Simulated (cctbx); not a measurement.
## Interatomic vectors of Ce3Be20Al6

Space group Fm-3m (no. 225), a = 11.6350 Å, b = 11.6350 Å, c = 11.6350 Å, α = 90.00°, β = 90.00°, γ = 90.00°, content Ce12 Al24 Be80.

The data are simulated with cctbx, not measured: Ag Kα, λ = 0.56087 Å, to d = 0.8 Å, 70 % of the full sphere, strongest reflection 5000 counts, noise from counting, a 6 % proportional error and a noise floor of 8 counts (s.d.); no absorption.

Patterson synthesis, origin scaled to 1000:

```text
Patterson group F m -3 m
      u       v       w   height  length (A)
  0.000   0.000   0.000   1000.0     0.00
  0.000   0.000   0.500    646.0     5.82
  0.250   0.250   0.250    614.8     5.04
  0.000   0.250   0.250    237.0     4.11
  0.000   0.000   0.261    114.2     3.04
  0.000   0.000   0.104     32.3     1.21
  0.116   0.116   0.384     23.5     4.86
  0.000   0.000   0.393     23.0     4.57
  0.143   0.250   0.250     21.2     4.44
  0.000   0.176   0.176     19.1     2.89
  0.000   0.072   0.072     18.9     1.19
  0.140   0.140   0.140     17.4     2.83
  0.057   0.057   0.057     15.8     1.15
  0.000   0.073   0.427     13.8     5.04
```

Q: Assign the vectors.

A peak at u stands for all pairs with xi − xj = u, with weight Σ ZiZj against Σ Z² = 45704 at the origin. Peak heights follow these weights only roughly, since form factors, motion and series ripples differ, all vectors within 0.55 Å of a peak are counted as merged into it though the farther ones add only part of their weight, and F(000) is left out, which lowers the whole map:

| u | v | w | shortest length (Å) | height | 1000 ΣZiZj/ΣZ² | pairs in the cell |
| --- | --- | --- | --- | --- | --- | --- |
| 0.000 | 0.000 | 0.500 | 5.82 | 646 | 678 | 8 × Ce–Ce, 24 × Al–Al |
| 0.250 | 0.250 | 0.250 | 5.04 | 615 | 594 | 8 × Ce–Ce, 16 × Be–Be |
| 0.000 | 0.250 | 0.250 | 4.11 | 237 | 329 | 16 × Ce–Al, 16 × Al–Al, 16 × Be–Be |
| 0.000 | 0.000 | 0.261 | 3.04 | 114 | 138 | 8 × Ce–Al, 16 × Be–Be |

The table stops at ten peaks or at a height of 45, below which ripples compete. In the model behind the data Ce, the heaviest element, has 2 independent sites: (1/4, 3/4, 3/4) and (0, 0, 0), up to an allowed shift of origin; the Ce–Ce vectors are differences of these positions and their symmetry mates. The whole model:

```csv
atom,mult.,x,y,z,Ueq (Å²)
Ce1,8,1/4,3/4,3/4,0.0031
Ce2,4,0,0,0,0.0028
Al1,24,0.7361,0,0,0.0058
Be1,48,0,0.8262,0.8262,0.0055
Be2,32,0.3835,0.8835,0.8835,0.0072
```

The model is made up (kin elements in a known structure type, no relaxation), so it says nothing on whether the phase exists.

[Logs are printed without paths, hosts, clocks, repeated set-up lines and the standing remarks that a program may print on its own settings, such as how far it seeks lower states.]
